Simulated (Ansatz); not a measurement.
# CrGe2As4 bilayer (AB) in a perpendicular field

Wanted: the out-of-plane response of the CrGe2As4 bilayer (AB). A positive field points along +c.

Calculated with Ansatz 0.2.0; plane-wave DFT, PBE-D3(BJ), Ansatz PAW.

This is a report of a sequence of runs, with most program output left out.

## 1. Set-up

The cell holds 14 atoms: 8 As, 4 Ge and 2 Cr. Its edges and angles: a = 3.730 Å, b = 3.730 Å, c = 71.357 Å, α = 90.0°, β = 90.0°, γ = 120.0°. Regions: layer 1: CrGe2As4, 7 atoms (4 As, 2 Ge and 1 Cr); layer 2: CrGe2As4, 7 atoms (4 As, 2 Ge and 1 Cr). Vacuum lies along c.

## 2. Relaxing the slab

The starting cell is a guess, so the in-plane lattice and the atoms are relaxed first, with the slab cut off from its images along the normal.

Contents of input.yaml:

```yaml
crystal:
  lattice:
    - [3.73, 0.0, 0.0]
    - [-1.865, 3.2302747561, 0.0]
    - [0.0, 0.0, 71.3566666316]
  atoms:
    - { symbol: As, position: [0.0, 0.0, 0.3587611531] }
    - { symbol: Ge, position: [0.3333333333, 0.6666666667, 0.3708553089] }
    - { symbol: As, position: [0.3333333333, 0.6666666667, 0.4033680384] }
    - { symbol: Cr, position: [0.0, 0.0, 0.4188699959], spin: 1.0 }
    - { symbol: As, position: [0.3333333333, 0.6666666667, 0.4343719533] }
    - { symbol: Ge, position: [0.3333333333, 0.6666666667, 0.4668846828] }
    - { symbol: As, position: [0.0, 0.0, 0.4789788387] }
    - { symbol: As, position: [0.3333333333, 0.6666666667, 0.5210211613] }
    - { symbol: Ge, position: [0.6666666667, 0.3333333333, 0.5331153172] }
    - { symbol: As, position: [0.6666666667, 0.3333333333, 0.5656280467] }
    - { symbol: Cr, position: [0.3333333333, 0.6666666667, 0.5811300041], spin: -1.0 }
    - { symbol: As, position: [0.6666666667, 0.3333333333, 0.5966319616] }
    - { symbol: Ge, position: [0.6666666667, 0.3333333333, 0.6291446911] }
    - { symbol: As, position: [0.3333333333, 0.6666666667, 0.6412388469] }
  periodic: [true, true, false]
magnetization:
  spin_polarized: true
kpoints:
  mp_grid: { grid: [12, 12, 1] }
hamiltonian:
  xc: pbe
  dispersion: d3bj
scf:
  occupations: { method: fermi_dirac, width: 0.05 }
  convergence: { dr2_threshold: 1.0e-09 }
relax:
  f_tol: 0.004
  max_steps: 90
  cell: {}
output:
  write_potential: true
  write_density: true
  volumetric_format: npy
```

Started as:

```
$ ansatz run input.yaml --threads 4 --pin off --max-ram 12288MiB --backend cpu --events-out ev --progress --plain --runs-dir out
```

Run time: 9.8 min. Hardware: 4 threads of AMD EPYC 9R45 (Zen 5), shared host; peak memory 4.2 GiB.

The steps of the relaxation:

```csv
step,energy less that of the first step (eV),largest force component (eV/Å),volume (Å³)
1,0.0000,4.5401,859.77
2,-2.5878,1.5679,886.29
3,-3.4904,0.7704,868.94
4,-3.8972,0.5172,862.24
5,-4.1673,0.2837,851.07
6,-4.3151,0.1733,843.69
7,-4.3837,0.0561,835.42
8,-4.3944,0.0494,833.14
9,-4.3954,0.0146,833.38
10,-4.3955,0.0095,832.96
11,-4.3955,0.0028,832.99
12*,-4.3940,0.0029,832.99
```

Relaxation steps marked * repeat the geometry before them on a plane-wave basis chosen anew for their cell, so energy and pressure can jump there.

The run keeps the 6 symmetry operations that it works with, so distortions that break them were not tested.

```csv
cell as run,before,after,change
a (Å),3.730,3.671,-1.6 %
b (Å),3.730,3.671,-1.6 %
```

The atoms that moved most (Å, along periodic axes as changes of fractional coordinates times the final cell, across vacuum about the mean position):

```csv
atom,dx,dy,dz,length
As14,0.000,0.000,1.292,1.292
As1,0.000,0.000,-1.292,1.292
Ge2,0.000,0.000,-0.974,0.974
Ge13,0.000,0.000,0.974,0.974
As3,0.000,0.000,-0.849,0.849
As12,0.000,0.000,0.849,0.849
Cr11,0.000,0.000,0.601,0.601
Cr4,0.000,0.000,-0.600,0.600
```

This step gave:

```
energy at zero smearing : -62789.3446 eV
total moment            : 0.01315 μB
```

Site moment by atom:

```csv
atom,site moment (μB)
As1,-0.01
Ge2,0.01
As3,-0.11
Cr4,2.06
As5,-0.11
Ge6,0.01
As7,-0.01
As8,0.01
Ge9,-0.01
As10,0.11
Cr11,-2.06
As12,0.11
Ge13,-0.01
As14,0.01
```

The lattice constant a goes from 3.730 to 3.671 Å.

## 3. Atoms held, field 0

A sawtooth potential applies the field, turning back in the middle of the vacuum. With the dipole correction the typed value is the field outside the slab. The induced dipole is small, so the SCF threshold is tight.

The cell differs from the one that the last finished run ended in (c 71.357 → 40.740 Å).

Contents of input.yaml:

```yaml
crystal:
  lattice:
    - [3.6714496019, 0.0, 0.0]
    - [-1.835724801, 3.179568624, 0.0]
    - [0.0, 0.0, 40.7397426973]
  atoms:
    - { symbol: As, position: [0.0, 0.0, 0.2209145027], spin: -0.01 }
    - { symbol: Ge, position: [0.3333333333, 0.6666666667, 0.2498804271], spin: 0.01 }
    - { symbol: As, position: [0.3333333333, 0.6666666667, 0.3099048278], spin: -0.11 }
    - { symbol: Cr, position: [0.0, 0.0, 0.3431790846], spin: 2.06 }
    - { symbol: As, position: [0.3333333333, 0.6666666667, 0.3763675772], spin: -0.11 }
    - { symbol: Ge, position: [0.3333333333, 0.6666666667, 0.4363518115], spin: 0.01 }
    - { symbol: As, position: [0.0, 0.0, 0.4654340459], spin: -0.01 }
    - { symbol: As, position: [0.3333333333, 0.6666666667, 0.5346516226], spin: 0.01 }
    - { symbol: Ge, position: [0.6666666667, 0.3333333333, 0.5635742661], spin: -0.01 }
    - { symbol: As, position: [0.6666666667, 0.3333333333, 0.6236050218], spin: 0.11 }
    - { symbol: Cr, position: [0.3333333333, 0.6666666667, 0.6568423608], spin: -2.06 }
    - { symbol: As, position: [0.6666666667, 0.3333333333, 0.6900904626], spin: 0.11 }
    - { symbol: Ge, position: [0.6666666667, 0.3333333333, 0.7501171196], spin: -0.01 }
    - { symbol: As, position: [0.3333333333, 0.6666666667, 0.7790854973], spin: 0.01 }
magnetization:
  spin_polarized: true
kpoints:
  mp_grid: { grid: [12, 12, 1] }
  band_path:
    path: [[0, 0, 0], [0.5, 0, 0], [0.33333333, 0.33333333, 0], [0, 0, 0]]
    npoints: 16
hamiltonian:
  xc: pbe
  dispersion: d3bj
scf:
  occupations: { method: fermi_dirac, width: 0.02585 }
  convergence: { dr2_threshold: 1.0e-10 }
efield:
  axis: 3
  dipole_correction: true
  ramp_position: 0.97
  ramp_width: 0.06
  amplitude: 0
output:
  dos: { projected: true, e_range: [-6, 5] }
  bader: true
  write_potential: true
  write_density: true
  volumetric_format: npy
  elf: true
```

The job ended after 93 s (4 threads; peak memory 3.7 GiB).

Numbers from this step:

```
energy at zero smearing        : -62789.3504 eV
total moment                   : 0 μB
work function, upper face      : 4.814 eV
work function, lower face      : 4.783 eV
dipole along the normal        : -0.001975 e·Å
step between the vacuum levels : 0.03061 eV
```

Running mean over a fixed 2.7 Å (it still follows the layers) of the planar mean; the ramp of the sawtooth is left out. The electron's electrostatic potential energy less the Fermi level by z:

z (Å), electron's electrostatic potential energy less the Fermi level (eV) and a bar from the least value:
```
        4       4.78 ##############################
        5       4.78 ##############################
        6       4.73 ##############################
        7       3.90 ###########################
        8       1.20 ###################
        9      -3.24 ######
       10      -4.29 ###
       11      -2.81 #######
       12      -1.19 ############
       13      -4.00 ####
       14      -5.21 
       15      -3.89 ####
       16      -1.18 ############
       17      -2.94 #######
       18      -4.40 ##
       19      -3.22 ######
       20      -0.07 ###############
       21      -0.50 ##############
       22      -4.07 ###
       23      -3.98 ####
       24      -2.24 #########
       25      -1.48 ###########
       26      -4.57 ##
       27      -5.14 
       28      -3.08 ######
       29      -1.18 ############
       30      -3.30 ######
       31      -4.59 ##
       32      -2.10 #########
       33       2.06 ######################
       34       4.38 #############################
       35       4.79 ##############################
       36       4.81 ##############################
       37       4.81 ##############################
```

The density of states has structure finer than the step of the table below, so its rows give means over 0.2 eV, whole bins alone (the curve runs from -6 to 1.99 eV). Peaks (eV: height): total -2.80: 15.3, -2.33: 15.0, -1.70: 19.2, -1.56: 14.1, -1.37: 25.4, -1.15: 16.0, 1.69: 14.8; up -2.83: 7.90, -2.14: 7.50, -1.73: 9.35, -1.56: 8.27, -1.40: 9.57, 1.75: 8.94, 1.80: 7.48; down -2.80: 8.16, -2.33: 7.82, -1.70: 11.9, -1.45: 12.7, -1.37: 16.3, -1.15: 8.58, 1.69: 8.26.

Table of density of states by energy, zero at the Fermi level; means over each step; values in states/eV a cell:

```csv
energy (eV),total,up,down
-5.8,0.649,0.324,0.324
-5.6,1.06,0.533,0.529
-5.4,0,0,0
-5.2,0,0,0
-5.0,2.01,1.08,0.930
-4.8,8.97,4.51,4.45
-4.6,7.87,4.01,3.86
-4.4,6.70,3.36,3.35
-4.2,5.27,2.72,2.55
-4.0,9.17,4.56,4.61
-3.8,6.66,3.33,3.33
-3.6,6.38,3.26,3.12
-3.4,5.36,2.70,2.66
-3.2,6.76,3.58,3.19
-3.0,7.64,3.82,3.83
-2.8,11.5,5.69,5.79
-2.6,11.6,5.82,5.77
-2.4,12.6,6.28,6.27
-2.2,11.9,6.15,5.76
-2.0,13.0,6.56,6.46
-1.8,14.3,6.96,7.29
-1.6,12.6,6.37,6.19
-1.4,17.9,8.31,9.57
-1.2,13.1,6.24,6.83
-1.0,8.76,4.67,4.08
-0.8,5.97,3.01,2.95
-0.6,4.59,2.29,2.29
-0.4,2.96,1.47,1.49
-0.2,4.30,2.32,1.98
0.0,2.83,1.36,1.47
0.2,3.32,1.60,1.72
0.4,3.86,1.89,1.98
0.6,4.81,2.25,2.57
0.8,5.70,3.18,2.52
1.0,6.42,2.96,3.46
1.2,6.19,3.18,3.00
1.4,6.09,2.87,3.22
1.6,11.3,5.36,5.94
1.8,11.8,6.25,5.53
```

Projected DOS per atom over height of the atomic layer and energy from the Fermi level. Layers: As Ge As Cr As Ge As As Ge As Cr As Ge As from below.

Ten even steps from '0' (0.00 states/eV) to '9' (3.16 states/eV), each cell a mean:
```
11181111118111
11151111114111
00131000014100
00040000004000
00040000003000
00020000002000
00020000002000
10030011003001
20242122125202
21393122139312
31352122135313
31232122123313
21232122123222
21222122122212
11111111111111
11111111111111
11211122111211
01212111121211
11212211121211
00000000000000
00000000000000
00000000000000
```
Columns: height of the atomic layer (Å) from 9 to 31.7 (not evenly spaced); rows upwards: energy from the Fermi level (eV) from -5.96 to 1.96.

Projected DOS per atom, spin up over height of the atomic layer and energy from the Fermi level. Layers: As Ge As Cr As Ge As As Ge As Cr As Ge As from below.

Values in states/eV, 22 rows by 14 columns, each cell a mean:
```
0.22 0.23 0.30 0.29 0.30 0.24 0.20 0.21 0.18 0.25 2.43 0.29 0.21 0.26
0.17 0.17 0.25 0.32 0.27 0.19 0.18 0.17 0.16 0.11 1.11 0.12 0.17 0.20
0.19 0.12 0.31 0.58 0.29 0.12 0.15 0.12 0.14 0.08 0.61 0.06 0.11 0.10
0.09 0.06 0.25 0.74 0.24 0.10 0.12 0.06 0.07 0.03 0.84 0.02 0.04 0.04
0.02 0.01 0.14 0.36 0.14 0.01 0.03 0.05 0.06 0.03 0.87 0.03 0.06 0.05
0.04 0.02 0.18 0.66 0.19 0.02 0.04 0.02 0.03 0.01 0.17 0.01 0.02 0.02
0.08 0.04 0.11 0.73 0.14 0.05 0.11 0.11 0.04 0.08 0.16 0.06 0.04 0.10
0.17 0.08 0.09 0.84 0.09 0.09 0.17 0.21 0.09 0.17 0.35 0.16 0.08 0.17
0.31 0.15 0.19 0.84 0.17 0.18 0.34 0.52 0.18 0.62 0.77 0.58 0.16 0.46
0.48 0.20 0.35 2.45 0.34 0.21 0.42 0.26 0.16 0.60 0.66 0.70 0.15 0.43
0.67 0.27 0.50 1.35 0.44 0.26 0.45 0.41 0.25 0.51 0.41 0.51 0.27 0.57
0.49 0.27 0.44 0.92 0.49 0.27 0.43 0.48 0.31 0.46 0.27 0.48 0.32 0.58
0.48 0.31 0.47 0.80 0.45 0.27 0.40 0.40 0.30 0.42 0.26 0.42 0.32 0.45
0.39 0.28 0.38 0.57 0.42 0.25 0.41 0.38 0.22 0.41 0.19 0.33 0.24 0.36
0.24 0.19 0.22 0.34 0.24 0.19 0.28 0.28 0.18 0.21 0.11 0.23 0.17 0.23
0.22 0.18 0.19 0.25 0.21 0.19 0.26 0.29 0.22 0.27 0.14 0.25 0.23 0.25
0.27 0.28 0.35 0.29 0.30 0.25 0.34 0.31 0.22 0.31 0.15 0.35 0.24 0.23
0.15 0.17 0.31 0.20 0.30 0.17 0.16 0.18 0.19 0.37 0.14 0.38 0.21 0.18
0.19 0.24 0.44 0.25 0.46 0.31 0.28 0.29 0.31 0.42 0.11 0.39 0.23 0.18
0.03 0.04 0.12 0.06 0.14 0.06 0.05 0.02 0.02 0.02 0.00 0.01 0.01 0.00
0.03 0.02 0.01 0.00 0.02 0.03 0.03 0.03 0.03 0.02 0.00 0.01 0.02 0.03
0.03 0.02 0.01 0.00 0.01 0.03 0.03 0.04 0.04 0.02 0.00 0.01 0.03 0.03
```
Columns: height of the atomic layer (Å) from 9 to 31.7 (not evenly spaced); rows upwards: energy from the Fermi level (eV) from -5.96 to 1.96.

Projected DOS per atom, spin down over height of the atomic layer and energy from the Fermi level. Layers: As Ge As Cr As Ge As As Ge As Cr As Ge As from below.

Ten even steps from '_' (0.00 states/eV) to '@' (2.49 states/eV), each cell a mean:
```
____..@@__________......____
______++__________......____
______::__________..::..____
______--____________::______
______--____________..______
____________________::______
____________________::______
______..____________--______
..__::::::__....____--____..
..__::::::__....__..@@..__..
::..::..::..........++....::
::..................--....::
......__............--......
......__..__........::......
____________....____..______
________..__....____..______
......__..__....__......____
____..__..________..__..____
____..__................____
____________________________
____________________________
____________________________
```
Columns: height of the atomic layer (Å) from 9 to 31.7 (not evenly spaced); rows upwards: energy from the Fermi level (eV) from -5.96 to 1.96.

Deep bands are left out, so band numbers here count from the lowest band kept and differ from the log's. The electronic bands at the labelled points (eV, zero at the Fermi level; # counts the bands kept):

```csv
point,up #20,up #22,up #23,up #24,down #21,down #22,down #23,down #24
Γ,-0.19,0.88,1.75,1.91,-0.21,0.89,1.73,1.94
halfway,-0.90,0.39,0.60,1.13,-0.78,0.43,0.56,1.16
M,-1.37,-0.67,-0.05,-0.03,-1.06,-0.64,-0.04,-0.02
halfway,-1.39,-0.90,-0.29,0.41,-1.26,-0.87,-0.25,0.41
K,-1.18,-1.12,-0.28,0.63,-1.14,-1.09,-0.30,0.58
halfway,-1.03,0.21,0.52,0.59,-0.78,0.24,0.53,0.58
Γ,-0.19,0.88,1.75,1.91,-0.21,0.89,1.73,1.94
```

Spin density in the ca plane at fractional y = 0.667, with atoms of Ge and As and Cr within 0.2 Å of it.

Ten even steps from '0' (-0.03 e/Å³) to '9' (0.10 e/Å³), each cell a mean:
```
22222222222222222222223686322222222222222222
22222222222222222222224797422222222222222222
22222222222222222221123676321222222222222222
22222222222222222211002443200112222222222222
22222222222222222210000222000012222222222222
22222222222222222221210111012122222222222222
22222222222222222222330111033222222222222222
22222222222222222221110121011122222222222222
22222222222222222210001232100012222222222222
22222222222222222211112454211112222222222222
```
Columns run along c (16.0 Å, from fractional 0.13 to 0.52 of the cell), rows up along a (3.7 Å). Atoms in or near the plane, at fractional coordinates: Ge at (0.25, 0.33), As at (0.31, 0.33), As at (0.38, 0.33), Ge at (0.44, 0.33).

Valence density in the ca plane at fractional y = 0.667, with atoms of Ge and As and Cr within 0.2 Å of it. It is the smooth field of the valence electrons, not physical close to the nuclei.

Values in e/Å³, 6 rows by 16 columns, each cell a mean:
```
 0  0  0  0  0  0  0  0  0  0  0  0  0  0  0  0
 0  0  0  0  0  0  0  0  0  0  0  0  0  0  0  0
 0  0  0  0  1  1  0  1  0  1  1  0  1  0  0  0
 0  0  0  0  6 11  1 14  1  3 12  1 15  2  0  0
 0  0  0  0  3  6  1  8  1  2  7  0  8  1  0  0
 0  0  0  0  0  0  0  1  0  0  0  0  0  0  0  0
```
Columns run along c (16.0 Å, from fractional 0.13 to 0.52 of the cell), rows up along a (3.7 Å). Atoms in or near the plane, at fractional coordinates: Ge at (0.25, 0.33), As at (0.31, 0.33), As at (0.38, 0.33), Ge at (0.44, 0.33).

ELF in the ca plane at fractional y = 0.667, with atoms of Ge and As and Cr within 0.2 Å of it. It is the smooth field of the valence electrons, not physical close to the nuclei.

Values, 6 rows by 16 columns, each cell a mean:
```
0.52 0.59 0.19 0.18 0.41 0.38 0.38 0.64 0.42 0.51 0.60 0.35 0.39 0.39 0.17 0.05
0.55 0.56 0.17 0.31 0.49 0.39 0.34 0.63 0.38 0.48 0.60 0.31 0.42 0.48 0.32 0.13
0.47 0.30 0.29 0.66 0.61 0.35 0.15 0.44 0.29 0.30 0.41 0.13 0.44 0.61 0.72 0.61
0.21 0.14 0.48 0.51 0.39 0.26 0.05 0.16 0.66 0.51 0.15 0.05 0.35 0.35 0.63 0.81
0.27 0.17 0.44 0.56 0.46 0.28 0.07 0.20 0.55 0.43 0.20 0.06 0.37 0.42 0.67 0.79
0.54 0.40 0.23 0.61 0.63 0.38 0.21 0.55 0.26 0.33 0.51 0.18 0.46 0.63 0.66 0.46
```
Columns run along c (16.0 Å, from fractional 0.44 to 0.84 of the cell), rows up along a (3.7 Å). Atoms in or near the plane, at fractional coordinates: As at (0.53, 0.33), Cr at (0.66, 0.33), As at (0.78, 0.33).

The work function of the upper face is 4.81 eV.

## 4. Single point, field 0.1 V/Å

input.yaml: that of step 3 with these lines changed.

```diff
@@ -38,6 +38,4 @@
   ramp_width: 0.06
-  amplitude: 0
+  amplitude: 0.1
 output:
-  dos: { projected: true, e_range: [-6, 5] }
-  bader: true
   write_potential: true
@@ -45,2 +43 @@
   volumetric_format: npy
-  elf: true
```

Run time: 71 s. Hardware: 4 threads; peak memory 3.7 GiB; 4.7 min of CPU time.

The dipole is 0.158 e·Å, 0.160 e·Å from its value without field.

## 5. Single point, field -0.1 V/Å

input.yaml: that of step 4 with these lines changed.

```diff
@@ -38,3 +38,3 @@
   ramp_width: 0.06
-  amplitude: 0.1
+  amplitude: -0.1
 output:
```

Wall time 72 s (4 threads); peak memory 3.7 GiB; 4.7 min of CPU time.

The dipole is -0.162 e·Å, -0.160 e·Å from its value without field.

## 6. Single point, field 0.2 V/Å

input.yaml: that of step 5 with these lines changed.

```diff
@@ -38,3 +38,3 @@
   ramp_width: 0.06
-  amplitude: -0.1
+  amplitude: 0.2
 output:
```

Run time: 71 s. Hardware: 4 threads; peak memory 3.7 GiB.

The dipole is 0.318 e·Å, 0.320 e·Å from its value without field.

## 7. Single point, field -0.2 V/Å

input.yaml: that of step 6 with these lines changed.

```diff
@@ -38,3 +38,3 @@
   ramp_width: 0.06
-  amplitude: 0.2
+  amplitude: -0.2
 output:
```

It took 72 s on 4 threads; peak memory 3.7 GiB; 4.7 min of CPU time.

The dipole is -0.322 e·Å, -0.320 e·Å from its value without field.

## 8. Atoms held, field 0.35 V/Å

input.yaml: that of step 7 with these lines changed.

```diff
@@ -36,6 +36,8 @@
   dipole_correction: true
-  ramp_position: 0.97
-  ramp_width: 0.06
-  amplitude: -0.2
+  ramp_position: 0.9584
+  ramp_width: 0.0832
+  amplitude: 0.35
 output:
+  dos: { projected: true, e_range: [-6, 5] }
+  bader: true
   write_potential: true
@@ -43 +45,2 @@
   volumetric_format: npy
+  elf: true
```

The job ended after 92 s (4 threads; peak memory 3.7 GiB; 6 min of CPU time).

The dipole is 0.559 e·Å, 0.561 e·Å from its value without field.

(Part 1 of 2 ends here.)

[Logs are printed without paths, hosts, clocks, repeated set-up lines and the standing remarks that a program may print on its own settings, such as how far it seeks lower states.]

[Hosts, paths, dates, database ids (printed as entryN), source tags and the programs' standing remarks are cut or masked in the printed files.]

[Maps of the electrostatic potential energy from Ansatz leave out the sawtooth potential of an applied field or a dipole correction, so their vacuum need not be flat; planar profiles and work functions include it.]
